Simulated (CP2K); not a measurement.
Two runs for the B K edge of boroxine. Run A: CP2K XAS_TDP, all-electron GAPW, PBEh(45%), aug-cc-pVDZ, TDA, no relativity. Run B differs in one setting.

First lines with a strength over 0.0015. A:

```csv
atom,energy (eV),states,"strength, one atom"
"B1 (bonded to 2 O and H), 3 alike",187.02,1,0.0792
,191.13,1,0.0039
,191.74,1,0.0064
,192.01,1,0.0029
,192.64,1,0.0039
```

B:

```csv
atom,energy (eV),states,"strength, one atom"
"B1 (bonded to 2 O and H), 3 alike",194.77,1,0.0760
,198.88,1,0.0037
,199.50,1,0.0062
,199.76,1,0.0028
,200.40,1,0.0037
```

**Question.** Which was it: scalar relativity switched on, GW2X switched on, the functional, the basis?

GW2X switched on. GW2X shifts an atom's lines together and keeps their spacings. Against PBEh(45%) in aug-cc-pVDZ, the leading line moves by +7.75 eV, to 194.77 eV.

[Banner, clock and machine lines of the logs are left out without a mark of their own.]

[Logs are printed without paths, hosts, clocks, repeated set-up lines and the standing remarks that a program may print on its own settings, such as how far it seeks lower states.]

[Hosts, paths, dates, database ids (printed as entryN), source tags and the programs' standing remarks are cut or masked in the printed files.]
